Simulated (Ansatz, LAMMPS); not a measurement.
# Structural relaxation of glassy 50SiO2-20Al2O3-15Li2O-15ZnO (mol %) (65 atoms), part 3 of 4

Aim: bring glassy 50SiO2-20Al2O3-15Li2O-15ZnO (mol %) (65 atoms) to a nearby minimum of the energy and see what moves.

Ansatz 0.2.0; Kohn-Sham DFT, LDA, PAW (set soft_2), plane waves.

The cell: 10 Si, 8 Al, 6 Li, 3 Zn and 38 O. The quench rate of 20 K/ps is many orders above laboratory rates. The starting topology of bonds comes from the classical model. Sampling is at Γ alone, for a cell whose shortest periodic width is 9 Å.

So far, density (g/cm³): step 5 (local order after relaxation) 2.97.

## (6) Single point at the relaxed geometry

One more single point at the end of the walk gives the fuller output and checks the residual forces.

The input, input.yaml:

```yaml
crystal:
  lattice:
    - [9.08383, 0.0, 0.0]
    - [0.0, 9.08383, 0.0]
    - [0.0, 0.0, 9.08383]
  atoms:
    - { symbol: Si, position: [0.6852, 0.13753, 0.61717] }
    - { symbol: Si, position: [0.74475, 0.65584, 0.4055] }
    - { symbol: Si, position: [0.32666, 0.67223, 0.05225] }
    - { symbol: Si, position: [0.49858, 0.12969, 0.19491] }
    - { symbol: Si, position: [0.02324, 0.50864, 0.51646] }
    - { symbol: Si, position: [0.74896, 0.33998, 0.8775] }
    - { symbol: Si, position: [0.41302, 0.96822, 0.67894] }
    - { symbol: Si, position: [0.21701, 0.43267, 0.26117] }
    - { symbol: Si, position: [0.29206, 0.15678, 0.91877] }
    - { symbol: Si, position: [0.24095, 0.99959, 0.40135] }
    - { symbol: Al, position: [0.06499, 0.91403, 0.98812] }
    - { symbol: Al, position: [0.72711, 0.38165, 0.19507] }
    - { symbol: Al, position: [0.79048, 0.90744, 0.16605] }
    - { symbol: Al, position: [0.94352, 0.20094, 0.43381] }
    - { symbol: Al, position: [0.64544, 0.68351, 0.99057] }
    - { symbol: Al, position: [0.41554, 0.43805, 0.78719] }
    - { symbol: Al, position: [0.54126, 0.6836, 0.64212] }
    - { symbol: Al, position: [0.51129, 0.38753, 0.43738] }
    - { symbol: Li, position: [0.27193, 0.66046, 0.48949] }
    - { symbol: Li, position: [0.49111, 0.84984, 0.26561] }
    - { symbol: Li, position: [0.70712, 0.99259, 0.87031] }
    - { symbol: Li, position: [0.06708, 0.37853, 0.77226] }
    - { symbol: Li, position: [0.06633, 0.75181, 0.27185] }
    - { symbol: Li, position: [0.2259, 0.25228, 0.54629] }
    - { symbol: Zn, position: [0.19531, 0.71833, 0.76654] }
    - { symbol: Zn, position: [0.98473, 0.20516, 0.11904] }
    - { symbol: Zn, position: [0.8706, 0.66162, 0.80366] }
    - { symbol: O, position: [0.15126, 0.3301, 0.13813] }
    - { symbol: O, position: [0.1394, 0.56777, 0.63537] }
    - { symbol: O, position: [0.28201, 0.29575, 0.80311] }
    - { symbol: O, position: [0.71293, 0.53304, 0.07864] }
    - { symbol: O, position: [0.61376, 0.75024, 0.47907] }
    - { symbol: O, position: [0.01649, 0.33467, 0.5575] }
    - { symbol: O, position: [0.41249, 0.17936, 0.04744] }
    - { symbol: O, position: [0.76073, 0.18525, 0.77357] }
    - { symbol: O, position: [0.87799, 0.30369, 0.29086] }
    - { symbol: O, position: [0.56263, 0.28155, 0.26215] }
    - { symbol: O, position: [0.10708, 0.11225, 0.39091] }
    - { symbol: O, position: [0.7642, 0.83533, 0.99149] }
    - { symbol: O, position: [0.32733, 0.58837, 0.89001] }
    - { symbol: O, position: [0.66193, 0.50142, 0.3626] }
    - { symbol: O, position: [0.59009, 0.98966, 0.66967] }
    - { symbol: O, position: [0.18916, 0.78441, 0.06598] }
    - { symbol: O, position: [0.62796, 0.00738, 0.19178] }
    - { symbol: O, position: [0.37673, 0.03741, 0.28923] }
    - { symbol: O, position: [0.37907, 0.79264, 0.66418] }
    - { symbol: O, position: [0.82432, 0.7574, 0.285] }
    - { symbol: O, position: [0.36501, 0.01245, 0.84033] }
    - { symbol: O, position: [0.31839, 0.36834, 0.39504] }
    - { symbol: O, position: [0.32116, 0.55851, 0.18806] }
    - { symbol: O, position: [0.65247, 0.67826, 0.79372] }
    - { symbol: O, position: [0.48277, 0.75371, 0.0714] }
    - { symbol: O, position: [0.57889, 0.38507, 0.86007] }
    - { symbol: O, position: [0.78504, 0.26297, 0.03611] }
    - { symbol: O, position: [0.21312, 0.82839, 0.39384] }
    - { symbol: O, position: [0.0202, 0.80797, 0.82915] }
    - { symbol: O, position: [0.56749, 0.25212, 0.55918] }
    - { symbol: O, position: [0.96235, 0.98495, 0.13878] }
    - { symbol: O, position: [0.12809, 0.09637, 0.94965] }
    - { symbol: O, position: [0.87826, 0.45098, 0.82043] }
    - { symbol: O, position: [0.31348, 0.0545, 0.56127] }
    - { symbol: O, position: [0.87195, 0.60586, 0.52663] }
    - { symbol: O, position: [0.09251, 0.53729, 0.35147] }
    - { symbol: O, position: [0.45566, 0.51302, 0.60635] }
    - { symbol: O, position: [0.81175, 0.08735, 0.50737] }
kpoints:
  mp_grid: { grid: [1, 1, 1] }
hamiltonian:
  xc: lda
scf:
  occupations: { method: fermi_dirac, width: 0.025 }
output:
  forces: true
  stress: true
  populations: true
  dos:
    method: { smearing: { sigma: 0.08 } }
    de: 0.1
    projected: { site_lists: { Al: [Al], Li: [Li], O: [O], Si: [Si], Zn: [Zn] } }
  eigenvalues: true
  write_density: true
  write_potential: true
  volumetric_format: npy
  elf: true
```

The run is started by

```bash
> ansatz run input.yaml --threads 4 --pin off --max-ram 8192MiB --backend cpu --events-out ev --progress --plain --runs-dir out
```

Numbers of over 12 decimals in the logs are rounded to 6 here.

Log:

```text
[...]
Crystal: 65 atoms, lattice volume = 749.561 Å³
Basis set: ecut = 420 eV, 14771 PW (Γ)
Bands: 238, of which v1, the nominal top of the filled ones, is band 173 counted from 1 (172 counted from 0)
Symmetry: 1 space group operations
[...]
k-points: 1
[...]
SCF iter   1: F=—  HF=-42314.435956 eV  |F-HF|=—  |Δ(HF+E_count)|=         —  Δρ=1.40e-2  dr2=1.32e0  ethr=1.77e-3  ⟨swp⟩=6.0  Hψ=1055  notcnv=0  defer=26
[...]
SCF iter  10: F=-42314.002104 eV  HF=-42314.002104 eV  |F-HF|=1.86e-8  |Δ(HF+E_count)|=   7.24e-8  Δρ=2.28e-6  dr2=5.66e-8  ethr=2.89e-11  ⟨swp⟩=18.0  Hψ=2048  notcnv=0
SCF 1 converged in 10 iterations: F = -42314.002104 eV  dr2 = 5.66e-8
[...]
SCF converged after 10 iterations
Free energy (F): -42314.002104 eV
[...]
Internal energy: -42314.002104 eV  (E = F + TS)
E sigma→0 (E₀):  -42314.002104 eV
Fermi energy:    5.863090 eV
[...]
--- Forces (eV/Å), atoms counted from 1 ---
  atom   1  Si     0.00729203     0.00532417     0.00275636
  atom   2  Si     0.01077761     0.00154688     0.01231120
  atom   3  Si    -0.00025522     0.01017988    -0.00847284
  atom   4  Si     0.00390923    -0.00881142     0.00895651
  atom   5  Si    -0.00230391    -0.00157043    -0.00271483
  atom   6  Si     0.00316079     0.00085005    -0.00480062
  atom   7  Si    -0.00312841    -0.01265654     0.00464181
  atom   8  Si    -0.00304948     0.00447628     0.00567370
  atom   9  Si    -0.01057644     0.00639747     0.01263543
  atom  10  Si     0.01282204     0.00395218     0.01076479
  atom  11  Al    -0.00207128    -0.00193721     0.00184531
  atom  12  Al    -0.00019349     0.00251781    -0.00654923
  atom  13  Al    -0.00244309     0.00060841    -0.00735854
  atom  14  Al     0.00020428    -0.00839367    -0.00173711
[...]
atom  64  O      0.00238074    -0.00352150    -0.00811547
  atom  65  O     -0.00028394    -0.00250238    -0.00369468
  max |Σ_I F_I| component: 7.12e-5 eV/Å
--- Stress (GPa, compression-positive) ---
       -2.347180       1.267502      -0.568187
        1.267501      -1.860483       1.256451
       -0.568187       1.256451       0.597014
  P = ⅓ Tr σ = -1.2035 GPa (-12.035 kbar)
--- Band table (eV) ---
[...]
--- Löwdin populations: 65 sites ---
  site symbol       q [e]
     0     Si      2.3253
     1     Si      2.3157
     2     Si      2.3482
[...]
64      O      6.8001
  spilling = 0.011109 (of n_electrons = 346.000000)
```

Wall time 7.2 s (4 threads of Arm Neoverse V1, shared host); peak memory 0.85 GiB; 27 s of CPU time.

The run gave:

| Item | Value |
| --- | --- |
| free energy | -42314.0021 eV |
| free energy per atom | -650.9846 eV/atom |
| SCF cycles | 10 |
| pressure | -1.204 GPa |
| r.m.s. force component | 0.00519 eV/Å |
| longest force | 0.01768 eV/Å |
| Fermi energy | 5.863 eV |
| gap (highest filled to lowest empty level) | 3.331 eV |
| spilling of the projection | 0.01111 |

Löwdin charges by element and coordination (they lack the spilled electrons, 0.059 e an atom on average):

```
element  coordination  atoms  mean charge (e)  spread   least    most
     Al           all      8             1.25   0.022    1.21    1.28
     Al             4      6             1.24  0.0223    1.21    1.28
     Al             5      2             1.27   0.006    1.26    1.27
     Li           all      6            0.811  0.0171   0.789   0.836
     Li             3      1            0.836       0   0.836   0.836
     Li             4      3            0.809  0.0151   0.790   0.826
     Li             5      2            0.801  0.0115   0.789   0.812
      O           all     38           -0.848  0.0661   -1.01  -0.747
      O             2      9           -0.805  0.0472  -0.907  -0.747
      O             3     23           -0.859  0.0666   -1.01  -0.768
      O             4      6           -0.868  0.0611  -0.995  -0.801
     Si           all     10             1.67  0.0282    1.62    1.71
     Zn           all      3             1.51  0.0127    1.50    1.53
     Zn             3      1             1.50       0    1.50    1.50
     Zn             4      1             1.51       0    1.51    1.51
     Zn             5      1             1.53       0    1.53    1.53
```

Density of states as counts of states in windows of 1 eV (from the Fermi level), total and the larger projections:

```
from (eV)  to (eV)  total   O p  Zn d  Si p
      -14      -12    0.0   0.0   0.0   0.0
      -12      -11    2.0   1.3   0.0   0.1
      -11      -10    7.5   5.1   0.0   0.4
      -10       -9    6.9   4.8   0.1   0.5
       -9       -8   17.7  12.4   1.3   1.8
       -8       -7   33.1  18.7   9.2   2.1
       -7       -6   36.3  21.2  10.1   1.8
       -6       -5   40.6  31.0   4.6   1.2
       -5       -4   43.1  37.9   1.8   0.8
       -4       -3   43.5  39.8   1.4   0.5
       -3       -2   23.0  21.2   0.9   0.2
       -2       -1    4.3   3.9   0.2   0.0
       -1        1    0.0   0.0   0.0   0.0
        1        2    2.0   0.1   0.0   0.0
        2        3    0.0   0.0   0.0   0.0
        3        4    6.0   0.9   0.0   0.4
        4        5   11.9   1.3   0.0   1.6
```

The curve was stored every 0.10 eV, coarse against its broadening of 0.08 eV, so these counts are rough.

Between -26 and -14 eV lie 76 more states.

About 12 of the 346 electrons lie in deeper levels, below the stored range.

The levels nearest the highest filled one (over half full), pooled over k-points and spins:

```
level less the highest filled one (eV)  occupation
                                -0.732           2
                                -0.648           2
                                -0.584           2
                                -0.312           2
                                -0.238           2
                                     0           2
                                  3.33           0
                                  5.11           0
                                  5.48           0
                                  5.60           0
                                  5.84           0
                                  6.02           0
```

Valence density in the ac plane at fractional y = 0.662, with atoms of Si and Al and Li and Zn and O within 0.2 Å of it. It is the smooth field of the valence electrons, not physical close to the nuclei.

Ten steps, logarithmic in the rise over the least value, from '_' (0 e/Å³) to '@' (24 e/Å³), each cell a mean:
```
__________....::::::........______________________
__________....------..________........____....____
__________..::--==--..______..::--::....::----::..
..____..::::::::--::..____..::==++++--::==##%%==::
..__..::==++--::....______..--**##**--::++@@@@**::
____..--++++--....________..--++**++--::==####==..
____..::--==::..__________..::--==--::..::----::__
____..::::::..____......____........______....____
__..::::::....____......__________________....____
____..::::..________......____....______..::--::..
____........::::________......::........--====--..
__________::****--________..::::::::..::--++++--..
__________::****--________..::----::..::------::..
____________::::____________..::::::__..::::....__
____..________________________......__........____
____....________________________......::::::..____
____..____________________________....::::::..____
________________..__________________....::::..____
____________........__________________......______
____________..::::....____________________________
__________....::::::........______________________
________............::::::::..........____________
________........__..::::::::............__________
________............::::::....______..____________
```
Columns run along a (9.1 Å), rows up along c (9.1 Å). Atoms in or near the plane, at fractional coordinates: Si at (0.74, 0.41), Si at (0.33, 0.05), Al at (0.65, 0.99), Al at (0.54, 0.64), Li at (0.27, 0.49), Zn at (0.87, 0.80), O at (0.65, 0.79).

Electrostatic potential energy in the ac plane at fractional y = 0.662, with atoms of Si and Al and Li and Zn and O within 0.2 Å of it. With pseudopotentials it is smooth inside the atoms' cores, unlike the true potential.

Ten even steps from '_' (-39 eV) to '@' (10 eV), each cell a mean:
```
@@@@@@@@@@@@##++==**%%@@@@%%++**##****%%@@@@@@@@@@
@@@@@@@@@@@@%%##**##@@@@@@%%**++++++##%%%%%%%%@@@@
@@@@@@@@%%%%%%##**%%@@@@@@@@%%##**##%%%%**====**%%
@@@@@@%%****##%%%%@@@@@@@@@@%%++::==%%##--....--##
@@@@%%**----==%%@@@@@@@@@@@@##::__..****::____::**
@@@@%%++::::==##@@@@@@@@%%%%##--..::####--....--##
@@@@%%**==--++%%@@@@@@%%**++******##@@@@##++++**%%
@@@@@@%%####%%@@@@@@%%**++****++##@@@@@@@@%%%%@@@@
@@@@@@%%%%@@@@@@@@@@%%**++####++##@@@@@@@@@@@@@@@@
@@@@@@@@@@@@%%%%@@@@%%##++**++**##@@@@@@@@%%%%@@@@
@@@@@@@@@@%%****##%%@@%%##****##%%%%%%@@%%====##@@
@@@@@@@@%%**--::++%%@@@@@@%%%%%%%%######**--==##@@
@@@@@@@@%%**--::++%%@@@@@@@@@@%%##==....++**##@@@@
@@@@@@@@@@%%****##%%@@@@@@@@@@%%**..____..##%%@@@@
@@@@@@@@@@@@@@%%@@@@@@@@@@@@@@%%**..____..##@@@@@@
@@@@@@@@@@@@@@@@@@@@@@@@@@@@@@@@##==....++%%@@@@@@
@@%%%%@@@@@@@@@@@@@@@@@@@@@@@@@@%%##**####%%@@@@@@
@@%%%%@@@@@@@@@@@@@@@@@@@@@@@@@@@@@@@@@@@@@@@@@@@@
@@%%@@@@@@@@@@@@@@@@@@@@@@@@@@@@@@@@@@@@@@@@@@@@@@
@@@@@@@@@@@@@@%%%%%%@@@@@@@@@@@@@@@@@@@@@@@@@@@@@@
@@@@@@@@@@@@##++==++%%@@@@@@@@@@@@@@@@@@@@@@@@@@@@
@@@@@@@@@@%%++____..++%%%%@@%%####%%@@@@@@@@@@@@@@
@@@@@@@@@@%%--______==%%%%%%##++++++##@@@@@@@@@@@@
@@@@@@@@@@%%==____..++%%%%%%++**##****%%@@@@@@@@@@
```
Columns run along a (9.1 Å; values clipped at the 3rd and 97th percentile), rows up along c (9.1 Å). Atoms in or near the plane, at fractional coordinates: Si at (0.74, 0.41), Si at (0.33, 0.05), Al at (0.65, 0.99), Al at (0.54, 0.64), Li at (0.27, 0.49), Zn at (0.87, 0.80), O at (0.65, 0.79).

Mean Löwdin charges: Al +1.25, Li +0.81, O -0.85, Si +1.67, Zn +1.51 e (they miss 1.1 % of the electrons, so they add up to more than the cell's charge).

The surroundings of O57, which has 2 bonded neighbours where the commonest count for O is 3, nearest first, numbered as they follow in the input and with coordinates relative to it.

```
atom      x      y      z  distance (Å)  bonds  Löwdin charge (e)
 O57   0.00   0.00   0.00          0.00      2              -0.81
 Si1   1.07  -1.04   0.53          1.58      4               1.67
Al18  -0.51   1.23  -1.11          1.73      5               1.27
 O42   0.21  -2.38   1.00          2.59      3              -0.78
 O64  -1.02   2.37   0.43          2.61      4              -0.84
 O35   1.76  -0.61   1.95          2.69      3              -0.81
 O37  -0.04   0.27  -2.70          2.71      3              -0.78
 O65   2.22  -1.50  -0.47          2.72      2              -0.80
 O49  -2.26   1.06  -1.49          2.91      3              -0.86
 O61  -2.31  -1.80   0.02          2.92      3              -0.80
 O53   0.10   1.21   2.73          2.99      2              -0.81
Al16  -1.38   1.69   2.07          3.01      4               1.28
 O41   0.86   2.26  -1.79          3.01      3              -0.77
Li24  -3.10   0.00  -0.12          3.11      5               0.81
 Si7  -1.40  -2.58   1.09          3.13      4               1.70
```

The column of bonds counts only the pairs O-Si within 2.08 Å, O-Al within 2.33 Å, O-Li within 2.58 Å, O-Zn within 2.38 Å; other neighbours, such as metal atoms beside each other in a compound, aren't counted, and periodic images can show an atom twice.

(Continued in part 4 of 4.)

[Logs are printed without paths, hosts, clocks, repeated set-up lines and the standing remarks that a program may print on its own settings, such as how far it seeks lower states.]

[Hosts, paths, dates, database ids (printed as entryN), source tags and the programs' standing remarks are cut or masked in the printed files.]
